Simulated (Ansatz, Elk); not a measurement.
# Bonding as seen by X-rays: Zn2Fe, part 2 of 2

The structure of Zn2Fe used here is made up (a known structure type with other elements) and was relaxed beforehand with PBE. The aim is the Fourier transform of its all-electron density, F(hkl), set beside the sum over free spherical atoms that refinements use.

Elk 11.2.3 (patched build); all-electron DFT.

So far: Starting point; Ground state and structure factors; The magnetisation density; The highest occupied states alone.

The structure was built from a prototype and need not be the compound's stable phase.

### 5. Another functional

Level of this step: DFT, PBEsol, all-electron APW+lo, Dirac cores, scalar-relativistic bands, static density, ferromagnetic start (Elk).

The difference from free atoms is small, so it is set against the change that PBEsol makes.

The input, elk.in:

```
tasks
  0
  195
  196

xctype
  22

spinpol
  .true.

rgkmax
  7.0

gmaxvr
  14.0

lmaxo
  7

lmaxapw
  8

swidth
  0.002

tshift
  .false.

ramdisk
  .false.

hmaxvr
  5.5

maxscl
  120

epspot
  1e-06

reducebf
  0.8

sppath
  './'

avec
  -0.00000000000 5.48664354513 5.48664354513
  5.48664354513 -0.00000000000 5.48664354513
  5.48664354513 5.48664354513 -0.00000000000

atoms
  2
  'Zn.in'
  2
  0.2500000000 0.2500000000 0.2500000000   0.000000 0.000000 0.000000
  0.7500000000 0.7500000000 0.7500000000   0.000000 0.000000 0.000000
  'Fe.in'
  1
  -0.0000000000 0.0000000000 0.0000000000   0.000000 0.000000 -0.120000

ngridk
  6 6 6
```

Started as:

```
> OMP_NUM_THREADS=4 elk
```

Numbers of over 12 decimals in the logs are rounded to 6 here.

What it wrote:

```text
┌─────────────────────────┐
│ Elk code version 11.2.3 │
└─────────────────────────┘

All units are atomic (Hartree, Bohr, etc.)

┌─────────────────────────────────────────────────┐
│ Ground-state run starting from atomic densities │
└─────────────────────────────────────────────────┘

Lattice vectors :
  -0.000000000       5.486643545       5.486643545
   5.486643545      -0.000000000       5.486643545
   5.486643545       5.486643545      -0.000000000

Reciprocal lattice vectors :
 -0.5725891664      0.5725891664      0.5725891664
[...]
total charge                :    86.00000000
 error                       :   0.3801317771E-03

Moments :
 interstitial                :   0.7392693551E-02
 muffin-tins
  species : 1 (Zn)
[...]
atom 2                    :  -0.2586824999E-01
  species : 2 (Fe)
   atom 1                    :    2.557479096
 total in muffin-tins        :    2.505742596
 total moment                :    2.513135290

┌──────────────────────────────┐
│ Self-consistent loop stopped │
└──────────────────────────────┘

Warning : core states of species 1 leak from the muffin-tin :   0.1100756413E-03

Wrote STATE.OUT
[key lines of the parts left out:]
total energy                :     -4861.0011592858
```

It took 38 s on 4 threads of AMD EPYC 9R14 (Zen 4), shared host; peak memory 0.42 GiB.

Against the first run R = 0.05 %; the largest change is -0.024 at 600. The moment goes from 2.52 to 2.51 μB.

### 6. Basis size

A smaller basis shows how fast F responds to it; the change is likely larger than the basis error of the first run, but doesn't show convergence.

Changes to elk.in since step 5:

```diff
@@ -6,3 +6,3 @@
 xctype
-  22
+  20
 
@@ -12,3 +12,3 @@
 rgkmax
-  7.0
+  5.5
```

Started as:

```
> OMP_NUM_THREADS=4 elk
```

What it wrote:

```text
┌─────────────────────────┐
│ Elk code version 11.2.3 │
└─────────────────────────┘

All units are atomic (Hartree, Bohr, etc.)

┌─────────────────────────────────────────────────┐
│ Ground-state run starting from atomic densities │
└─────────────────────────────────────────────────┘

Lattice vectors :
  -0.000000000       5.486643545       5.486643545
   5.486643545      -0.000000000       5.486643545
   5.486643545       5.486643545      -0.000000000

Reciprocal lattice vectors :
 -0.5725891664      0.5725891664      0.5725891664
[...]
total charge                :    86.00000000
 error                       :   0.2491191962E-03

Moments :
 interstitial                :   0.2781438909E-01
 muffin-tins
  species : 1 (Zn)
[...]
atom 2                    :  -0.2567601146E-01
  species : 2 (Fe)
   atom 1                    :    2.553804181
 total in muffin-tins        :    2.502452158
 total moment                :    2.530266547

┌──────────────────────────────┐
│ Self-consistent loop stopped │
└──────────────────────────────┘

Warning : core states of species 1 leak from the muffin-tin :   0.1084647741E-03

Wrote STATE.OUT
[key lines of the parts left out:]
total energy                :     -4864.8493223762
```

Run time: 36 s. Hardware: 4 threads; peak memory 0.42 GiB.

Against the first run R = 0.04 %; the largest change is +0.070 at 400. The moment goes from 2.52 to 2.53 μB.

### 7. Basis size

The basis and the expansions that go with it are enlarged, to see whether the differences are converged.

Changes to elk.in since step 6:

```diff
@@ -12,12 +12,12 @@
 rgkmax
-  5.5
+  8.5
 
 gmaxvr
-  14.0
+  18.0
 
 lmaxo
-  7
+  9
 
 lmaxapw
-  8
+  10
```

Started as:

```
> OMP_NUM_THREADS=4 elk
```

What it wrote:

```text
┌─────────────────────────┐
│ Elk code version 11.2.3 │
└─────────────────────────┘

All units are atomic (Hartree, Bohr, etc.)

┌─────────────────────────────────────────────────┐
│ Ground-state run starting from atomic densities │
└─────────────────────────────────────────────────┘

Lattice vectors :
  -0.000000000       5.486643545       5.486643545
   5.486643545      -0.000000000       5.486643545
   5.486643545       5.486643545      -0.000000000

Reciprocal lattice vectors :
 -0.5725891664      0.5725891664      0.5725891664
[...]
total charge                :    86.00000000
 error                       :   0.2897222579E-03

Moments :
 interstitial                :   0.1440747052E-01
 muffin-tins
  species : 1 (Zn)
[...]
atom 2                    :  -0.2604025751E-01
  species : 2 (Fe)
   atom 1                    :    2.549597028
 total in muffin-tins        :    2.497516513
 total moment                :    2.511923984

┌──────────────────────────────┐
│ Self-consistent loop stopped │
└──────────────────────────────┘

Warning : core states of species 1 leak from the muffin-tin :   0.1079255080E-03

Wrote STATE.OUT
[key lines of the parts left out:]
total energy                :     -4864.9923074406
```

Run time: 75 s. Hardware: 4 threads; peak memory 0.5 GiB; 4.1 min of CPU time.

Against the first run R = 0.01 %; the largest change is -0.009 at 422. The moment goes from 2.52 to 2.51 μB.

### 8. Settings against the effect

```csv
run,R against the first run (%),"R against neutral atoms, low angle (%)",wall time
"PBE, rgkmax 7",0.00,0.89,39 s
PBEsol,0.05,0.92,38 s
rgkmax 5.5,0.04,0.88,36 s
rgkmax 8.5 with larger expansions,0.01,0.89,75 s
```

### 9. What came out

```
R against neutral atoms, sin θ/λ < 0.3 Å⁻¹                : 0.89 %
R against neutral atoms, 0.3 to 0.82 Å⁻¹                  : 0.32 %
magnetic form factor over free-ion ⟨j0⟩, 0.12 to 0.35 Å⁻¹ : 1.03
```

In words: Independent neutral atoms miss the calculated amplitudes by R = 0.89 % below 0.3 Å⁻¹ and 0.32 % from there to 0.82 Å⁻¹; by shells, 0.71 % below 0.15 Å⁻¹ (1 form), 0.91 % 0.15 to 0.3 (4 forms), 0.32 % 0.3 to 0.45 (6 forms), 0.32 % above 0.45 (29 forms). Bonding, aspherical density and the tables' own atoms all enter these figures, and the runs don't part them. The largest change of an amplitude is -0.52 electrons, at 220. The magnetic order is that of the start. No other order was tried here, and an antiferromagnetic one would change or move the magnetic intensity. Between 0.12 and 0.35 Å⁻¹ the magnetic form factor is 1.03 times the free-ion one. The sphere holds 2.55 of the 2.52 μB; that share, the choice of ion, the size of the d shell and its asphericity all move this ratio. The window's part falls from 32.0 electrons at the origin to at most 6.36 between 0.45 and 0.82 Å⁻¹, where compact states inside the window still scatter. Below 0.3 Å⁻¹ the changes that finished (PBEsol, rgkmax 5.5 and rgkmax 8.5 with larger expansions) move F by R = 0.04 % at most, against the 0.89 % that separates it from free atoms. The magnetic factors move by R = 2.8 % (PBEsol), 1.6 % (rgkmax 5.5) and 0.4 % (rgkmax 8.5 with larger expansions), so they aren't settled to better than that. The k-mesh has no finished test. Part of the difference isn't bonding: the tables are fits to free atoms and ions calculated by other methods than this functional. Thermal motion, anomalous dispersion and extinction are left out.

[Logs are printed without paths, hosts, clocks, repeated set-up lines and the standing remarks that a program may print on its own settings, such as how far it seeks lower states.]

[Hosts, paths, dates, database ids (printed as entryN), source tags and the programs' standing remarks are cut or masked in the printed files.]
